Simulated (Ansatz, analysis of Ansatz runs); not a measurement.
# MgH2 (P4_2/mnm), nudged elastic band: V_H hop (2.5 Å) (q = +1)

Wanted: path and barrier of a jump of H in MgH2 (P4_2/mnm) at charge +1. The case: V_H hop (2.5 Å), in a cell of 72 host atoms with 1 H taken out.

Calculated with Ansatz 0.2.0; plane-wave PAW DFT, PBEsol; nudged elastic band between two relaxed defect structures at fixed charge in a uniform background.

This is a report of a sequence of runs, with most program output left out.

## (1) The starting structure

The cell holds 71 atoms: 24 Mg and 47 H. Its edges and angles: a = 8.954 Å, b = 8.954 Å, c = 9.023 Å, α = 90.0°, β = 90.0°, γ = 90.0°. It derives from MgH2 (space group P4_2/mnm). Nearest the centre at fractional (0.500, 0.500, 0.500): H47 at 1.24 Å, Mg61 at 1.50 Å, Mg67 at 1.50 Å, H15 at 2.44 Å, H64 at 2.44 Å, H9 at 2.44 Å, H70 at 2.44 Å, Mg25 at 3.17 Å. The cell carries charge +1.

The cell's shortest repeat is 9.0 Å.

## (2) Relaxation of the start point, charge +1

A barrier is counted from a minimum, so both ends are relaxed first. Small random displacements break the symmetry of the ideal sites, so that the defect can distort if it gains by it. The charge of +1 is set by the electron count, and a uniform background keeps the cell neutral.

qp1_c72k1s.start/input.yaml reads:

```yaml
crystal:
  lattice:
    - [8.95437022, 0.0, 0.0]
    - [0.0, 8.95437022, 0.0]
    - [0.0, 0.0, 9.02322147]
  atoms:
    - { symbol: Mg, position: [0.25, 0.25, 0.16666667] }
    - { symbol: Mg, position: [0.0, 0.0, 0.0] }
    - { symbol: H, position: [0.34777186, 0.34777186, 0.0] }
    - { symbol: H, position: [0.40222814, 0.09777186, 0.16666667] }
    - { symbol: H, position: [0.15222814, 0.15222814, 0.0] }
    - { symbol: H, position: [0.09777186, 0.40222814, 0.16666667] }
    - { symbol: Mg, position: [0.25, 0.25, 0.5] }
    - { symbol: Mg, position: [0.0, 0.0, 0.33333333] }
[... 59 atom lines left out ...]
    - { symbol: H, position: [0.84777186, 0.84777186, 0.66666667] }
    - { symbol: H, position: [0.90222814, 0.59777186, 0.83333333] }
    - { symbol: H, position: [0.65222814, 0.65222814, 0.66666667] }
    - { symbol: H, position: [0.59777186, 0.90222814, 0.83333333] }
total_charge: 1
basis:
  ecutwfc: 420
  xc_grid: 2
hamiltonian:
  xc: pbesol
kpoints:
  mp_grid: { grid: [1, 1, 1], shift: [0.25, 0.25, 0.25] }
scf:
  occupations: { method: fixed }
  max_iter: 100
output:
  forces: true
relax:
  f_tol: 0.02
  max_steps: 70
  random_displacement: { amplitude: 0.03, seed: 6104 }
```

Launch:

```console
$ ansatz run input.yaml --threads 32 --pin off --max-ram 84787MiB --backend cuda --events-out ev --progress --plain --runs-dir out --max-vram 78GiB
```

The job ended after 1.5 s (1 × NVIDIA GB200 with 32 threads of Arm Neoverse V2, shared host; peak memory 1.1 GiB; 6.7 s of CPU time).

Relaxation path:

```tsv
step	energy less that of the first step (eV)	largest force component (eV/Å)
1	0.0000	1.1685
2	-0.7044	0.2053
3	-0.8570	0.0532
4	-0.8632	0.0089
```

The atoms that moved most (Å, from the sites as typed, ahead of the random displacement):

```tsv
atom	dx	dy	dz	length
Mg61	0.169	-0.170	-0.144	0.280
Mg67	0.169	-0.168	0.145	0.279
Mg25	-0.192	0.194	0.000	0.273
H41	0.054	-0.051	-0.125	0.146
H53	0.054	-0.051	0.125	0.146
H29	-0.102	0.103	0.000	0.145
H34	0.076	-0.056	-0.074	0.120
H27	0.057	-0.076	0.073	0.119
```

Neighbours of H47 at the end:

```tsv
atom	distance (Å)
Mg61	1.887
Mg67	1.887
Mg42	2.017
H70	2.684
H64	2.686
H15	2.686
H9	2.686
H52	2.731
H44	2.733
H46	2.743
H50	2.744
```

Numbers from this step:

```yaml
free_energy: -46641.0783 eV
r_m_s_move_of_the_farther_half_of_the_atoms: 0.04207 Å
largest_move_from_the_ideal_geometry_of_this_structure_a_common_shift_of_the_far_atoms_taken_out: 0.2849 Å
```

The relaxation gained 0.863 eV and ended with a largest force component of 0.0089 eV/Å.

## (3) Relaxation of the end point, charge +1

The end point is relaxed in the same cell and settings, so that the two energies compare. Atoms more than 3.2 Å from the middle of the hop start where the first relaxation left them, the nearer ones on or close to their ideal places, with small random displacements.

qp1_c72k1s.end/input.yaml reads:

```yaml
crystal:
  lattice:
    - [8.95437022, 0.0, 0.0]
    - [0.0, 8.95437022, 0.0]
    - [0.0, 0.0, 9.02322147]
  atoms:
    - { symbol: Mg, position: [0.2486711, 0.25022607, 0.16619256] }
    - { symbol: Mg, position: [0.00722111, -0.00721906, -1.02e-06] }
[... 4 atom lines left out ...]
    - { symbol: Mg, position: [0.25, 0.25, 0.5] }
[... 1 atom line left out ...]
    - { symbol: H, position: [0.34777186, 0.34777186, 0.33333333] }
[... 5 atom lines left out ...]
    - { symbol: H, position: [0.34777186, 0.34777186, 0.66666667] }
[... 6 atom lines left out ...]
    - { symbol: H, position: [0.40654576, 0.59358288, 0.17079429] }
[... 2 atom lines left out ...]
    - { symbol: Mg, position: [0.25, 0.75, 0.5] }
[... 16 atom lines left out ...]
    - { symbol: Mg, position: [0.75, 0.25, 0.5] }
[... 4 atom lines left out ...]
    - { symbol: H, position: [0.402214, 0.597786, 0.5] }
[... 12 atom lines left out ...]
    - { symbol: Mg, position: [0.75, 0.75, 0.5] }
    - { symbol: Mg, position: [0.5, 0.5, 0.33333333] }
[... 2 atom lines left out ...]
    - { symbol: H, position: [0.65222814, 0.65222814, 0.33333333] }
[... 2 atom lines left out ...]
    - { symbol: Mg, position: [0.5, 0.5, 0.66666667] }
[... 2 atom lines left out ...]
    - { symbol: H, position: [0.65222814, 0.65222814, 0.66666667] }
    - { symbol: H, position: [0.59628087, 0.90189893, 0.83194021] }
total_charge: 1
basis:
  ecutwfc: 420
  xc_grid: 2
hamiltonian:
  xc: pbesol
kpoints:
  mp_grid: { grid: [1, 1, 1], shift: [0.25, 0.25, 0.25] }
scf:
  occupations: { method: fixed }
  max_iter: 100
output:
  forces: true
relax:
  f_tol: 0.02
  max_steps: 70
  random_displacement: { amplitude: 0.01, seed: 6104 }
```

The job ended after 1.7 s (1 × NVIDIA GB200 with 32 threads; peak memory 1.1 GiB; 6.8 s of CPU time).

Relaxation path:

```tsv
step	energy less that of the first step (eV)	largest force component (eV/Å)
1	0.0000	1.2141
2	-0.7522	0.3981
3	-0.9284	0.0493
4	-0.9373	0.0088
```

The atoms that moved most (Å, from the sites as typed, ahead of the random displacement):

```tsv
atom	dx	dy	dz	length
Mg42	0.198	-0.198	0.000	0.280
Mg67	-0.160	0.161	0.146	0.270
Mg61	-0.161	0.160	-0.146	0.270
H22	-0.087	0.084	-0.162	0.202
H33	-0.083	0.086	0.162	0.201
H41	-0.085	0.086	0.161	0.201
H53	-0.088	0.083	-0.160	0.201
H29	0.127	-0.127	0.000	0.180
```

Neighbours of H47 at the end:

```tsv
atom	distance (Å)
Mg67	1.889
Mg61	1.889
Mg25	2.018
H9	2.684
H70	2.685
H15	2.685
H64	2.685
H27	2.733
H34	2.733
H32	2.745
H28	2.746
```

This step gave:

```yaml
free_energy: -46641.0782 eV
r_m_s_move_of_the_farther_half_of_the_atoms: 0.04181 Å
largest_move_from_the_ideal_geometry_of_this_structure_a_common_shift_of_the_far_atoms_taken_out: 0.2860 Å
```

The relaxation gained 0.937 eV and ended with a largest force component of 0.0089 eV/Å. The end lies within 1 meV of the start.

## (4) Nudged elastic band, charge +1

3 movable images are laid between the ends on a pair-potential path, which keeps atoms from colliding in the first guess. Each image feels the true force across the path and a spring force along it. The highest image is set to climb to the top of the path.

This step: plane-wave PAW DFT, PBEsol; nudged elastic band between two relaxed defect structures at fixed charge in a uniform background.

qp1_c72k1s.neb/input.yaml reads:

```yaml
crystal:
  lattice:
    - [8.95437022, 0.0, 0.0]
    - [0.0, 8.95437022, 0.0]
    - [0.0, 0.0, 9.02322147]
  atoms:
    - { symbol: Mg, position: [0.24832991, 0.25060434, 0.1660079] }
    - { symbol: Mg, position: [0.00687992, -0.0068408, -0.00018569] }
    - { symbol: H, position: [0.34686643, 0.34858445, -0.00011058] }
    - { symbol: H, position: [0.40005124, 0.09749253, 0.16762878] }
    - { symbol: H, position: [0.15265287, 0.15052194, -0.0003805] }
    - { symbol: H, position: [0.09801705, 0.40428747, 0.16788298] }
    - { symbol: Mg, position: [0.2463256, 0.25033168, 0.49967018] }
    - { symbol: Mg, position: [-0.00516698, 0.00505899, 0.33068568] }
    - { symbol: H, position: [0.34636938, 0.35661931, 0.33614266] }
    - { symbol: H, position: [0.39889289, 0.09815789, 0.49969536] }
    - { symbol: H, position: [0.15096039, 0.15380918, 0.33262328] }
    - { symbol: H, position: [0.09131523, 0.39903026, 0.49968909] }
    - { symbol: Mg, position: [0.2485208, 0.25075895, 0.83353636] }
    - { symbol: Mg, position: [-0.00510422, 0.00517563, 0.66893586] }
    - { symbol: H, position: [0.34594361, 0.35746813, 0.66316647] }
    - { symbol: H, position: [0.40017063, 0.09781474, 0.83197225] }
    - { symbol: H, position: [0.15168087, 0.15329804, 0.6668329] }
    - { symbol: H, position: [0.09832865, 0.40431384, 0.8319765] }
    - { symbol: Mg, position: [0.25408221, 0.74609821, 0.16824056] }
    - { symbol: Mg, position: [-0.00010006, 0.5016454, -6.817e-05] }
    - { symbol: H, position: [0.34959055, 0.84411882, -0.00014132] }
    - { symbol: H, position: [0.40620456, 0.59396115, 0.17060962] }
    - { symbol: H, position: [0.15577097, 0.65063215, -0.00020744] }
    - { symbol: H, position: [0.1014266, 0.89918574, 0.17215944] }
    - { symbol: Mg, position: [0.22852662, 0.7716766, 0.49980121] }
    - { symbol: Mg, position: [-0.00132473, 0.50050922, 0.33348899] }
    - { symbol: H, position: [0.35407636, 0.8393447, 0.34118126] }
    - { symbol: H, position: [0.16044778, 0.64638294, 0.34065968] }
    - { symbol: H, position: [0.08634492, 0.91375713, 0.49984534] }
    - { symbol: Mg, position: [0.25389597, 0.74601827, 0.83139637] }
    - { symbol: Mg, position: [-0.0012081, 0.50025064, 0.66621342] }
    - { symbol: H, position: [0.35374828, 0.8395567, 0.65900713] }
    - { symbol: H, position: [0.40579173, 0.59367694, 0.82905685] }
    - { symbol: H, position: [0.16067181, 0.64604036, 0.65832031] }
    - { symbol: H, position: [0.10082348, 0.89866146, 0.82745576] }
    - { symbol: Mg, position: [0.75426258, 0.24552193, 0.16350079] }
    - { symbol: Mg, position: [0.49838617, 0.000167, -0.00026556] }
    - { symbol: H, position: [0.85173305, 0.34604804, 8.733e-05] }
    - { symbol: H, position: [0.90401886, 0.09560373, 0.16316236] }
    - { symbol: H, position: [0.65368701, 0.14866135, -0.00050795] }
    - { symbol: H, position: [0.60378979, 0.39654625, 0.15256866] }
    - { symbol: Mg, position: [0.75066649, 0.24940151, 0.4997891] }
    - { symbol: Mg, position: [0.49977116, 0.00124477, 0.33346211] }
    - { symbol: H, position: [0.8398873, 0.35308276, 0.33282966] }
    - { symbol: H, position: [0.89975458, 0.10020312, 0.49979012] }
    - { symbol: H, position: [0.64757764, 0.15929086, 0.33255601] }
    - { symbol: H, position: [0.59145884, 0.40878034, 0.4998609] }
    - { symbol: Mg, position: [0.754517, 0.24576896, 0.83604619] }
    - { symbol: Mg, position: [0.49949853, 0.00145731, 0.66617153] }
    - { symbol: H, position: [0.84112011, 0.35211564, 0.66704696] }
    - { symbol: H, position: [0.90429627, 0.09589121, 0.83648061] }
    - { symbol: H, position: [0.64672939, 0.16042173, 0.66672634] }
    - { symbol: H, position: [0.60382979, 0.39662617, 0.84700617] }
    - { symbol: Mg, position: [0.74921972, 0.75147955, 0.16607172] }
    - { symbol: Mg, position: [0.49650441, 0.50352022, -0.00017255] }
    - { symbol: H, position: [0.84956517, 0.847304, -4.275e-05] }
    - { symbol: H, position: [0.90217067, 0.59978202, 0.16770378] }
    - { symbol: H, position: [0.6511791, 0.65336673, -0.0003443] }
    - { symbol: H, position: [0.59592706, 0.90192455, 0.16769017] }
    - { symbol: Mg, position: [0.74960947, 0.75360448, 0.4999198] }
    - { symbol: Mg, position: [0.51882944, 0.48104822, 0.31712802] }
    - { symbol: H, position: [0.84671435, 0.84826866, 0.33278163] }
    - { symbol: H, position: [0.90176374, 0.60095346, 0.49995904] }
    - { symbol: H, position: [0.64235429, 0.65417755, 0.33637305] }
    - { symbol: H, position: [0.60106058, 0.9088243, 0.4999782] }
    - { symbol: Mg, position: [0.74940063, 0.75170627, 0.83360035] }
    - { symbol: Mg, position: [0.51880735, 0.48125205, 0.68253976] }
    - { symbol: H, position: [0.84630662, 0.84888504, 0.66693656] }
    - { symbol: H, position: [0.90244938, 0.59987812, 0.83206802] }
    - { symbol: H, position: [0.64322079, 0.65372959, 0.66348022] }
    - { symbol: H, position: [0.59593967, 0.9022772, 0.83175554] }
total_charge: 1
basis:
  ecutwfc: 420
  xc_grid: 2
hamiltonian:
  xc: pbesol
kpoints:
  mp_grid: { grid: [1, 1, 1], shift: [0.25, 0.25, 0.25] }
scf:
  occupations: { method: fixed }
  max_iter: 100
output:
  forces: true
neb:
  images: 3
  f_tol: 0.04
  climbing: true
  initial_path: idpp
  max_iterations: 45
  order_check: false
  final_atoms:
    - { symbol: Mg, position: [0.24966581, 0.24923043, 0.16599319] }
    - { symbol: Mg, position: [-0.00723522, 0.00727507, -0.00019878] }
[... 4 atom lines left out ...]
    - { symbol: Mg, position: [0.2493801, 0.24712148, 0.49967458] }
[... 1 atom line left out ...]
    - { symbol: H, position: [0.35612545, 0.34683665, 0.33611475] }
[... 5 atom lines left out ...]
    - { symbol: H, position: [0.3570168, 0.34637996, 0.66320961] }
[... 6 atom lines left out ...]
    - { symbol: H, position: [0.39573807, 0.60404992, 0.15265369] }
[... 10 atom lines left out ...]
    - { symbol: H, position: [0.39574394, 0.60408778, 0.84698432] }
[... 8 atom lines left out ...]
    - { symbol: Mg, position: [0.77097863, 0.22904409, 0.49979928] }
[... 4 atom lines left out ...]
    - { symbol: H, position: [0.40830543, 0.59163676, 0.49981995] }
[... 12 atom lines left out ...]
    - { symbol: Mg, position: [0.7529554, 0.75067004, 0.49994189] }
    - { symbol: Mg, position: [0.48093416, 0.51899681, 0.316973] }
[... 2 atom lines left out ...]
    - { symbol: H, position: [0.65358922, 0.64307249, 0.33643698] }
[... 2 atom lines left out ...]
    - { symbol: Mg, position: [0.48102043, 0.51910597, 0.68266623] }
[... 2 atom lines left out ...]
    - { symbol: H, position: [0.65314456, 0.64395788, 0.66349237] }
    - { symbol: H, position: [0.59925658, 0.90369312, 0.83194975] }
```

Wall time 4.3 s (1 × NVIDIA GB200 with 32 threads); peak memory 1.5 GiB.

The path, image by image:

```tsv
image	path (Å)	energy (eV)	H47: x, y, z (Å)
0	0.000	0.0000	5.296, 3.660, 4.510
1	0.677	0.2210	4.902, 3.999, 4.511
2	1.354	0.4320	4.427, 4.432, 4.511
3	2.026	0.2240	3.996, 4.903, 4.510
4	2.698	0.0000	3.656, 5.298, 4.510
```

Read from the output:

```
free energy      : -46640.6463 eV
barrier forward  : 0.4319 eV
barrier backward : 0.4319 eV
end less start   : 7.24e-5 eV
hop length       : 2.317 Å
```

Track of the atom that was set to move:

```tsv
image	x (Å)	y (Å)	z (Å)	nearest neighbour	distance (Å)
0	5.296	3.66	4.51	Mg	1.887
1	4.902	3.999	4.511	Mg	1.788
2	4.427	4.432	4.511	Mg	1.727
3	3.996	4.903	4.51	Mg	1.787
4	3.656	5.298	4.51	Mg	1.889
```

The band met its tolerance of 0.04 eV/Å after 4 iterations, with image 2 on top (the start counts as 0). H47, which moves farthest between the ends, has 3 Mg at 1.89 to 2.02 Å nearest at the start and 2 Mg at 1.73 Å at the top.

## (5) Single point at the top of the path, PBEsol

A single point at the top of the band gives the levels near the gap and the populations there.

This step: plane-wave PAW DFT, PBEsol; single point of a defect supercell on a structure of the PBEsol path.

qp1_c72k1s.top.probe/input.yaml reads:

```yaml
crystal:
  lattice:
    - [8.95437022, 0.0, 0.0]
    - [0.0, 8.95437022, 0.0]
    - [0.0, 0.0, 9.02322147]
  atoms:
    - { symbol: Mg, position: [0.24722412, 0.2479484, 0.16598693] }
    - { symbol: Mg, position: [-0.00035945, 0.0003145, -0.00014989] }
[... 4 atom lines left out ...]
    - { symbol: Mg, position: [0.25151869, 0.25223713, 0.49974337] }
[... 1 atom line left out ...]
    - { symbol: H, position: [0.34686469, 0.34745483, 0.32657624] }
[... 5 atom lines left out ...]
    - { symbol: H, position: [0.34672035, 0.34733547, 0.67287699] }
[... 17 atom lines left out ...]
    - { symbol: H, position: [0.4002521, 0.6003233, 0.84114872] }
[... 7 atom lines left out ...]
    - { symbol: H, position: [0.6000172, 0.40131966, 0.15850413] }
[... 5 atom lines left out ...]
    - { symbol: H, position: [0.4944048, 0.49497031, 0.49988261] }
[... 5 atom lines left out ...]
    - { symbol: H, position: [0.59977728, 0.40104806, 0.84128621] }
[... 6 atom lines left out ...]
    - { symbol: Mg, position: [0.75040308, 0.75113394, 0.49995147] }
    - { symbol: Mg, position: [0.50088742, 0.50135449, 0.30866513] }
[... 2 atom lines left out ...]
    - { symbol: H, position: [0.65289004, 0.65363937, 0.3293967] }
[... 2 atom lines left out ...]
    - { symbol: Mg, position: [0.50049362, 0.50100575, 0.69113631] }
[... 2 atom lines left out ...]
    - { symbol: H, position: [0.65265394, 0.65342099, 0.67038207] }
    - { symbol: H, position: [0.60016601, 0.9061209, 0.83189605] }
total_charge: 1
basis:
  ecutwfc: 420
  xc_grid: 2
hamiltonian:
  xc: pbesol
kpoints:
  mp_grid: { grid: [1, 1, 1], shift: [0.25, 0.25, 0.25] }
scf:
  occupations: { method: fixed }
  max_iter: 100
output:
  forces: true
  eigenvalues: true
  eigenstates: { localisation: true }
  populations: true
  write_density: true
  write_potential: true
  volumetric_format: npy
  elf: true
checkpoint:
  write: "../qp1_c72k1s.top.probe.run"
  compress: false
  write_wavefunctions: false
  write_every: 100000
```

The job ended after 1.2 s (1 × NVIDIA GB200 with 32 threads; peak memory 1.2 GiB).

This step gave:

```yaml
free_energy: -46640.6463 eV
```

From eigenstates.tsv, first k-point; energies on the run's zero. The participation number counts the atoms that a state is spread over, of 71; bands count from 0.

```tsv
spin	band	energy (eV)	occupation	participation	largest share on	share
both	137	1.572	2.00	30.2	H51	0.05
both	138	1.597	2.00	31.7	H9	0.06
both	139	1.718	2.00	31.8	H62	0.07
both	140	1.765	2.00	25.1	H69	0.07
both	141	1.856	2.00	32.0	H47	0.06
both	142	1.955	2.00	42.3	H47	0.06
both	143	5.503	0.00	21.5	H47	0.15
both	144	5.714	0.00	64.8	Mg30	0.02
both	145	6.425	0.00	47.8	Mg2	0.04
both	146	6.474	0.00	48.1	Mg61	0.05
both	147	6.522	0.00	54.6	Mg37	0.03
```

Under PBEsol at one point at (¼, ¼, ¼), the highest filled state is spread over 42 of 71 atoms, and the lowest empty one, 3.55 eV above it, is spread over 22 of 71 atoms.

The distance between the highest filled and the lowest empty level goes from 3.27 eV at the start to 3.55 eV at the top.

## (6) Results

```yaml
barrier_forward: 0.43 eV
barrier_backward: 0.43 eV
end_less_start: 0.00 eV
hop_length: 2.32 Å
band_iterations_as_the_log_counts_them: 4
```

**Reading.** The top of the band lies 0.43 eV above the start and 0.43 eV above the end, which are alike in energy and neighbours. For hydrogen, zero-point energy and tunnelling change the rate much, so no rate follows from this barrier alone. At the top H47 stands 1.73 Å from its nearest Mg, 0.16 Å closer than at the start. The order of the top as a saddle was not checked for all atoms, so a bent path could be lower. No image-charge correction is applied; it largely cancels along a path if the charge stays localised alike. Keep in mind: one k-point off the zone centre stands for the whole zone; periodic copies of the defect are only 9.0 Å apart.

[Logs are printed without paths, hosts, clocks, repeated set-up lines and the standing remarks that a program may print on its own settings, such as how far it seeks lower states.]

[Hosts, paths, dates, database ids (printed as entryN), source tags and the programs' standing remarks are cut or masked in the printed files.]
